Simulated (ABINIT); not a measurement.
## Quasiparticle gap of SrCl2 (Fm-3m) in ABINIT

How does a plane-wave GW calculation on SrCl2 (Fm-3m) run from the first input to the gap?

Program: ABINIT 10.8.3. Level of theory: PBE and many-body steps on it, plane waves. Results are calculated unless marked as measured.

**1. Starting point**

The structure is cubic, space group Fm-3m (No. 225). Conventional cell: a = 6.977 Å, b = 6.977 Å, c = 6.977 Å, α = 90.00°, β = 90.00°, γ = 90.00°. Sr has 8 Cl at 3.02 Å nearest. Cl has 4 Sr at 3.02 Å nearest. Farther neighbours and most contacts between anions are not listed.

The cell and positions come from the Crystallography Open Database and are kept as given unless a step says otherwise.

**2. Ground state**

This step: ABINIT 10.8.3; DFT, PBE with spin-orbit coupling, plane waves, norm-conserving pseudopotentials.

The ground-state density comes first.

File run.abi:

```
acell 3*1.0 Angstrom
rprim 
  -0.000000000000 3.488350000000 3.488350000000
  3.488350000000 -0.000000000000 3.488350000000
  3.488350000000 3.488350000000 -0.000000000000
ntypat 2
znucl 38 17
natom 3
typat 1 2 2
xred 
  0.000000000000 0.000000000000 0.000000000000
  0.250000000000 0.250000000000 0.250000000000
  0.750000000000 0.750000000000 0.750000000000
pp_dirpath "pseudos"
pseudos "Sr.upf, Cl.upf"
ecut 28
nspinor 2
ngkpt 4 4 4
nshiftk 1
shiftk 0 0 0
kptopt 1
chksymbreak 0
nband 34
occopt 1
tolvrs 1e-10
nstep 60
prtwf 0
optforces 0
optstress 0
indata_prefix "in"
outdata_prefix "out"
tmpdata_prefix "tmp"
```

Command:

```console
> OMP_NUM_THREADS=1 mpirun -n 4 abinit run.abi > log
```

Numbers of over 12 decimals in the logs are rounded to 6 here.

The log of the run:

```text
.Version 10.8.3 of ABINIT. v10.8.2 released Aug 2026.

 Symmetries : space group Fm -3 m (#225); Bravais cF (face-center cubic)
================================================================================
 Values of the parameters that define the memory need of the present run
     intxc =       0    ionmov =       0      iscf =       7    lmnmax =      16
     lnmax =      16     mgfft =      48  mpssoang =       5    mqgrid =    3001
     natom =       3  nloc_mem =       1    nspden =       1   nspinor =       2
    nsppol =       1      nsym =      48    n1xccc =    2501    ntypat =       2
    occopt =       1   xclevel =       2
-    mband =          34        mffmem =           1         mkmem =           2
       mpw =        4088          nfft =      110592          nkpt =           8
================================================================================
  Rough estimation (10% accuracy) of disk space for files :
================================================================================

--------------------------------------------------------------------------------
------------- Echo of variables that govern the present computation ------------
--------------------------------------------------------------------------------
 -outvars: echo values of preprocessed input variables --------
            acell      1.8897261259E+00  1.8897261259E+00  1.8897261259E+00 Bohr

      chksymbreak           0
             ecut      2.80000000E+01 Hartree
-          fftalg         312

              ixc     -101130
              kpt      0.00000000E+00  0.00000000E+00  0.00000000E+00
                       2.50000000E-01  0.00000000E+00  0.00000000E+00
                       5.00000000E-01  0.00000000E+00  0.00000000E+00
                       2.50000000E-01  2.50000000E-01  0.00000000E+00
                       5.00000000E-01  2.50000000E-01  0.00000000E+00
                      -2.50000000E-01  2.50000000E-01  0.00000000E+00
                       5.00000000E-01  5.00000000E-01  0.00000000E+00
                      -2.50000000E-01  5.00000000E-01  2.50000000E-01
         kptrlatt        4    0    0      0    4    0      0    0    4
          kptrlen      3.72901310E+01
P           mkmem           2
            natom           3
            nband          34
            ngfft          48      48      48
             nkpt           8
          nspinor           2
            nstep          60
             nsym          48
           ntypat           2
              occ      1.000000  1.000000  1.000000  1.000000  1.000000  1.000000
                       1.000000  1.000000  1.000000  1.000000  1.000000  1.000000
                       1.000000  1.000000  1.000000  1.000000  1.000000  1.000000
                       1.000000  1.000000  1.000000  1.000000  1.000000  1.000000
                       0.000000  0.000000  0.000000  0.000000  0.000000  0.000000
                       0.000000  0.000000  0.000000  0.000000
        optforces           0
        optstress           0
            prtwf           0
            rprim     -0.0000000000E+00  3.4883500000E+00  3.4883500000E+00
                       3.4883500000E+00 -0.0000000000E+00  3.4883500000E+00
                       3.4883500000E+00  3.4883500000E+00 -0.0000000000E+00
          spgroup         225

           tolvrs      1.00000000E-10

             xred      0.0000000000E+00  0.0000000000E+00  0.0000000000E+00
                       2.5000000000E-01  2.5000000000E-01  2.5000000000E-01
[...]
znucl       38.00000   17.00000

================================================================================

 chkinp: Checking input parameters for consistency.

================================================================================
== DATASET  1 ==================================================================
-   mpi_nproc: 4, omp_nthreads: 1 (-1 if OMP is not activated)

--- !DatasetInfo
iteration_state: {dtset: 1, }
dimensions: {natom: 3, nkpt: 8, mband: 34, nsppol: 1, nspinor: 2, nspden: 1, mpw: 4088, }
cutoff_energies: {ecut:  28.0, pawecutdg:  -1.0, }
electrons: {nelect:   2.40000000E+01, charge:   0.00000000E+00, occopt:   1.00000000E+00, tsmear:   1.00000000E-02, }

 Real(R)+Recip(G) space primitive vectors, cartesian coordinates (Bohr,Bohr^-1):
 R(1)=  0.0000000  6.5920261  6.5920261  G(1)= -0.0758492  0.0758492  0.0758492
 R(2)=  6.5920261  0.0000000  6.5920261  G(2)=  0.0758492 -0.0758492  0.0758492
 R(3)=  6.5920261  6.5920261  0.0000000  G(3)=  0.0758492  0.0758492 -0.0758492
 Unit cell volume ucvol=  5.7291047E+02 bohr^3
 Angles (23,13,12)=  6.00000000E+01  6.00000000E+01  6.00000000E+01 degrees

 getcut: wavevector=  0.0000  0.0000  0.0000  ngfft=  48  48  48
         ecut(hartree)=     28.000   => boxcut(ratio)=   2.16154

--- Pseudopotential description ------------------------------------------------
- Sr Generated using ONCVPSP code by D. R. Hamann
- 38.00000  10.00000  180419                  znucl, zion, pspdat
12 -101130 2 -1 1834                          pspcod,pspxc,lmax,lloc,mmax
     nproj     2     3     3     0
     spin-orbit psp
        nprojso     4     4     0
  pspatm : epsatm=   12.84857442
         --- l  ekb(1:nproj) -->
[...]
1    7.397763    1.680476    0.016996
             2    4.189574    0.951429    0.000686
  spin-orbit 1    0.856679   -0.349552    0.098517   -0.000032
  spin-orbit 2    0.161616   -0.017084    0.009074   -0.000171
 pspatm: atomic psp has been read  and splines computed

- Cl Generated using ONCVPSP code by D. R. Hamann
- 17.00000   7.00000  180423                  znucl, zion, pspdat
12 -101130 2 -1 1028                          pspcod,pspxc,lmax,lloc,mmax
     nproj     2     3     2     0
     spin-orbit psp
        nprojso     3     4     0
  pspatm : epsatm=    9.13178236
         --- l  ekb(1:nproj) -->
[...]
1    3.824209    1.109357    0.000464
[...]
spin-orbit 1    0.132832   -0.034678    0.012887
  spin-orbit 2    0.001681    0.000419   -0.000137   -0.000027
 pspatm: atomic psp has been read  and splines computed

   7.46691339E+02                                ecore*ucvol(ha*bohr**3)
--------------------------------------------------------------------------------

_setup2: Arith. and geom. avg. npw (full set) are    4057.047    4057.023

================================================================================

--- !BeginCycle
iteration_state: {dtset: 1, }
solver: {iscf: 7, nstep: 60, nline: 4, wfoptalg: 0, }
tolerances: {tolvrs: 1.00E-10, }

     iter   Etot(hartree)      deltaE(h)  residm     vres2
 ETOT  1  -67.274261946556    -6.727E+01 3.473E-02 1.060E+02
 ETOT  2  -67.304100480100    -2.984E-02 7.965E-03 1.324E+01
 ETOT  3  -67.306217468482    -2.117E-03 2.264E-03 5.032E-01
 ETOT  4  -67.306235313587    -1.785E-05 3.353E-03 6.230E-02
 ETOT  5  -67.306236562788    -1.249E-06 3.241E-03 4.808E-03
 ETOT  6  -67.306236696089    -1.333E-07 7.315E-04 1.330E-04
 ETOT  7  -67.306236701522    -5.432E-09 6.884E-04 1.369E-06
 ETOT  8  -67.306236701616    -9.477E-11 1.362E-04 2.858E-08
 ETOT  9  -67.306236701619    -2.501E-12 9.131E-05 2.752E-10
 ETOT 10  -67.306236701621    -2.089E-12 6.919E-05 2.476E-12

 At SCF step   10       vres2   =  2.48E-12 < tolvrs=  1.00E-10 =>converged.

--- !ResultsGS
iteration_state: {dtset: 1, }
comment   : Summary of ground state results
lattice_vectors:
- [ -0.0000000,   6.5920261,   6.5920261, ]
- [  6.5920261,  -0.0000000,   6.5920261, ]
- [  6.5920261,   6.5920261,  -0.0000000, ]
lattice_lengths: [   9.32253,    9.32253,    9.32253, ]
lattice_angles: [ 60.000,  60.000,  60.000, ] # degrees, (23, 13, 12)
lattice_volume:   5.7291047E+02
convergence: {deltae: -2.089E-12, res2:  2.476E-12, residm:  6.919E-05, diffor:  0.000E+00, }
etotal    :  -6.73062367E+01
entropy   :   0.00000000E+00
fermie    :   6.13817702E-02
cartesian_stress_tensor: null
pressure_GPa: null
xred      :
- [  0.0000E+00,   0.0000E+00,   0.0000E+00, Sr]
- [  2.5000E-01,   2.5000E-01,   2.5000E-01, Cl]
- [  7.5000E-01,   7.5000E-01,   7.5000E-01, Cl]
cartesian_forces: null
force_length_stats: {min: null, max: null, mean: null, }

 Integrated electronic density in atomic spheres:
 ------------------------------------------------
 Atom  Sphere_radius  Integrated_density
[...]
2        2.00000          5.12381868
    3        2.00000          5.12381868
================================================================================

 ----iterations are completed or convergence reached----

 Mean square residual over all n,k,spin=   92.248E-08; max=  69.187E-06
 reduced coordinates (array xred) for    3 atoms
       0.000000000000      0.000000000000      0.000000000000
       0.250000000000      0.250000000000      0.250000000000
       0.750000000000      0.750000000000      0.750000000000
 rms dE/dt=  0.0000E+00; max dE/dt=  0.0000E+00; dE/dt below (all hartree)
    1       0.000000000000      0.000000000000      0.000000000000
    2       0.000000000000      0.000000000000      0.000000000000
    3       0.000000000000      0.000000000000      0.000000000000

 cartesian coordinates (angstrom) at end:
    1      0.000000     0.000000     0.000000
    2      1.744175     1.744175     1.744175
    3      5.232525     5.232525     5.232525
 length scales=  1.889726125908  1.889726125908  1.889726125908 bohr
              =  1.000000000000  1.000000000000  1.000000000000 angstroms
 prteigrs : about to open file out_EIG
 Fermi (or HOMO) energy (hartree) =   0.06138   Average Vxc (hartree)=  -0.31032
 Eigenvalues (hartree) for nkpt=   8  k points:
 kpt#   1, nband= 34, wtk=  0.01563, kpt=  0.0000  0.0000  0.0000 (reduced coord)
  -1.14473   -1.14473   -0.51174   -0.51174   -0.46968   -0.46968   -0.46968   -0.46968
  -0.42739   -0.42739   -0.39625   -0.39625   -0.01875   -0.01875   -0.01532   -0.01532
  -0.01532   -0.01532    0.04552    0.04552    0.05082    0.05082    0.05082    0.05082
   0.25771    0.25771    0.28576    0.28576    0.28576    0.28576    0.38742    0.38765
   0.39296    0.39296
 prteigrs : prtvol=0 or 1, do not print more k-points.

--- !EnergyTerms
iteration_state     : {dtset: 1, }
comment             : Components of total free energy in Hartree
kinetic             :  2.03859343267773E+01
hartree             :  1.16802849379670E+01
xc                  : -1.74299240198235E+01
Ewald energy        : -4.69938437862011E+01
psp_core            :  1.30332989662980E+00
local_psp           : -4.57293589184561E+01
non_local_psp       :  9.47734086148570E+00
total_energy        : -6.73062367016209E+01
total_energy_eV     : -1.83149600365123E+03
band_energy         : -6.66477884217215E+00

== END DATASET(S) ==============================================================
================================================================================

 -outvars: echo values of variables after computation  --------
           etotal     -6.7306236702E+01
            nband          34
             nkpt           8
          spgroup         225
 [... the other variables as echoed above ...]

 Calculation completed.
```

The job ended after 26 s (4 MPI ranks of Arm Neoverse V2, shared host; peak memory 0.37 GiB).

Numbers from this step:

```yaml
total_energy: -1831.4960 eV
gap: 5.342 eV
k_of_the_valence_top: 0.5, 0.5, 0
k_of_the_conduction_bottom: 0, 0, 0
least_direct_gap: 5.510 eV
```

The gap is indirect, with the least direct gap 0.17 eV higher.

(Part 1 of 3 ends here.)

[Paths, hosts, dates, memory and timing lines, banners, echoed tables and standing remarks are left out of the program output.]

[Logs are printed without paths, hosts, clocks, repeated set-up lines and the standing remarks that a program may print on its own settings, such as how far it seeks lower states.]

[Runs of the session that timed out or met a known fault of the program may be left out.]

[Hosts, paths, dates, database ids (printed as entryN), source tags and the programs' standing remarks are cut or masked in the printed files.]

[G0W0 gaps are taken among the corrected bands and points alone; a level outside them can change the order at an edge.]

[Where Ansatz stands beside ABINIT at settings called matched, ABINIT's density can come from a denser mesh and the files from another edition; pairs whose starting gaps differed by over 0.03 eV were left out, so agreement reads better than it is.]
